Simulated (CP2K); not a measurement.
Two runs for the S L₂,₃ edge of mercaptoallene. Run A: CP2K XAS_TDP, all-electron GAPW, PBEh(45%), aug-cc-pVDZ, TDA, ZORA, spin–orbit coupling. Run B differs in one setting.

First lines with a strength over 0.0003. A:

```tsv
atom	energy (eV)	states	strength, one atom
S4 (bonded to C and H)	163.51	1	0.0015
	163.77	1	0.0016
	164.34	2	0.0014
	164.48	1	0.0043
	164.53	1	0.0007
```

B:

```tsv
atom	energy (eV)	states	strength, one atom
S4 (bonded to C and H)	167.01	1	0.0015
	167.26	1	0.0016
	167.86	2	0.0009
	167.99	1	0.0046
	168.03	1	0.0008
```

Which was it: the functional, GW2X switched on, the basis?

GW2X switched on. GW2X shifts the lines nearly together; each 2p level gets its own shift. The lowest line over the strength cut lies at 167.01 eV, against 163.51 eV (PBEh(45%), aug-cc-pVDZ).

[Banner, clock and machine lines of the logs are left out without a mark of their own.]

[Logs are printed without paths, hosts, clocks, repeated set-up lines and the standing remarks that a program may print on its own settings, such as how far it seeks lower states.]

[Hosts, paths, dates, database ids (printed as entryN), source tags and the programs' standing remarks are cut or masked in the printed files.]
